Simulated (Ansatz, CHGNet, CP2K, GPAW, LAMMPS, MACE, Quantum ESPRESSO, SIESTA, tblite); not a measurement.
## Glassy 67P2O5-33MgO (mol %) (80 atoms): runs against a plane-wave reference

Density of this cell: 2.32 g/cm³. The cell holds 80 atoms: 20 P, 5 Mg and 55 O. Cell: a = 10.514 Å, b = 10.514 Å, c = 10.514 Å, α = 90.0°, β = 90.0°, γ = 90.0°. 80 atoms (20 P, 5 Mg, 55 O) placed at random at 2.32 g/cm³, melted at 4000 K for 10 ps at fixed volume with the Morse and Coulomb pair potential with partial charges (Pedone, Malavasi, Menziani, Cormack and Segre, J. Phys. Chem. B 110, 11780 (2006)). Quenched from 4000 K to 300 K at 25 K/ps and fixed volume, held 5 ps.

Geometry: as built.

The reference, a calculation:

* method: Kohn-Sham DFT, PBE, SSSP efficiency 1.3.0 pseudopotentials, plane waves (Quantum ESPRESSO 7.5); sssp-pbe-1.3.0-efficiency, cutoffs 60/480 Ry, Γ point
* r.m.s. force component: 1.479 eV/Å
* longest force: 6.598 eV/Å
* pressure: 2.264 GPa
* gap (highest filled to lowest empty level): 1.154 eV
* time: 2 min on 4 MPI ranks of Arm Neoverse V2, shared host
* CPU time: 7.8 min

Q: Estimate the differences from the reference, the CPU time and the memory of each run.
- GPAW PBE, LCAO sz(dzp), h 0.18 Å (GPAW 26.7.0; 1 thread)
- SIESTA RPBE, PBE potentials, DZP, shift 0.01 Ry, mesh 500 Ry (SIESTA 5.4.2; 2 MPI ranks)
- CHGNet 0.3.0 potential (CHGNet 0.3.0; 1 thread)
- CP2K PBE, DZVP-MOLOPT-SR, 420/50 Ry, OT DIIS (CP2K 2026.2; 2 threads)
- MACE MPA-0 medium potential (MACE MPA-0 medium; 1 thread)
- GPAW PBE, LCAO dzp, h 0.18 Å (GPAW 26.7.0; 1 thread)
- SIESTA PBE, DZP, shift 0.01 Ry, mesh 500 Ry (SIESTA 5.4.2; 2 MPI ranks)
- GPAW PBE, LCAO dzp, h 0.28 Å (GPAW 26.7.0; 1 thread)
- CP2K PBE, DZVP-MOLOPT-SR, 1200/50 Ry, OT DIIS (CP2K 2026.2; 1 thread)
- CP2K PBE, DZVP-MOLOPT-SR, 1200/50 Ry, TC2 filter 1e-05, SCF 1e-06 (CP2K 2026.2; 1 thread)

Differences are against the plane-wave reference, forces as r.m.s. over components; share is that over the reference's r.m.s. force, slope the least-squares factor from reference forces to these. Total energies of different programs have different zeros and aren't compared.

```
                                                              run  Δ force, r.m.s. (meV/Å)  share (%)  slope  Δ pressure (GPa)  Δ gap (eV)  cores  CPU time  memory (GiB)
                                                        reference                        -          -      -                 -           -      4   7.8 min           3.5
                        GPAW PBE, LCAO sz(dzp), h 0.18 Å (coarse)                     3207        217  1.050                 -      -0.948      1      58 s           1.1
     SIESTA RPBE, PBE potentials, DZP, shift 0.01 Ry, mesh 500 Ry                      286       19.4  1.111              3.28      -0.483      2   3.1 min           1.6
                                           CHGNet 0.3.0 potential                      386       26.1  0.905            -0.769           -      1     3.2 s          0.97
            CP2K PBE, DZVP-MOLOPT-SR, 420/50 Ry, OT DIIS (coarse)                      454       30.7  1.070             0.697      -0.571      2   4.5 min           1.1
                                      MACE MPA-0 medium potential                      249       16.8  0.921            -0.968           -      1     6.9 s             1
                                     GPAW PBE, LCAO dzp, h 0.18 Å                      492       33.3  1.102                 -      -0.422      1      81 s           1.4
                      SIESTA PBE, DZP, shift 0.01 Ry, mesh 500 Ry                      285       19.3  1.104              1.63      -0.506      2   3.1 min           1.6
                            GPAW PBE, LCAO dzp, h 0.28 Å (coarse)                     2135        144  1.050                 -      -0.370      1      37 s          0.47
                    CP2K PBE, DZVP-MOLOPT-SR, 1200/50 Ry, OT DIIS                      237       16.0  1.068             0.761      -0.564      1     8 min           3.8
CP2K PBE, DZVP-MOLOPT-SR, 1200/50 Ry, TC2 filter 1e-05, SCF 1e-06                      272       18.4  1.085             0.891           -      1     4 min           3.8
```

Rows marked coarse were listed beforehand as settings not expected to be converged; some can still land near the reference.

Times of the machine-learned potentials are mostly Python's start and the loading of weights.

CPU time is summed over cores on a shared host, where runs went side by side, so it is rough. Symmetry, cutoffs, thresholds, outputs and thread counts weren't matched or tuned between programs; memory under MPI is the largest rank's times the ranks.

The PBE runs in local orbitals, coarse settings apart, differ by 16 % (CP2K PBE, DZVP-MOLOPT-SR, 1200/50 Ry, OT DIIS) to 33 % (GPAW PBE, LCAO dzp, h 0.18 Å); basis, grid and potentials can all enter. Machine-learned potentials differ by 17 % (MACE MPA-0 medium potential) to 26 % (CHGNet 0.3.0 potential); they were trained on other programs' data. Rows with another functional or a dispersion term differ by 19 % (SIESTA RPBE, PBE potentials, DZP, shift 0.01 Ry, mesh 500 Ry), which mixes the change of model with differences of basis and potentials, some of them made for another functional. Runs with settings chosen to be coarse differ by 31 % (CP2K PBE, DZVP-MOLOPT-SR, 420/50 Ry, OT DIIS) to 217 % (GPAW PBE, LCAO sz(dzp), h 0.18 Å), their programs' other errors included. Machine-learned potentials mimic data converged in k, so the reference's own k-point error enters their differences. The network of bonds at the start is that of the classical potential that made the cell, and needn't be the one that DFT or experiment would give. The electronic-structure runs sample only Γ, in a cell whose shortest periodic width is 11 Å.

[Logs are printed without paths, hosts, clocks, repeated set-up lines and the standing remarks that a program may print on its own settings, such as how far it seeks lower states.]

[Hosts, paths, dates, database ids (printed as entryN), source tags and the programs' standing remarks are cut or masked in the printed files.]
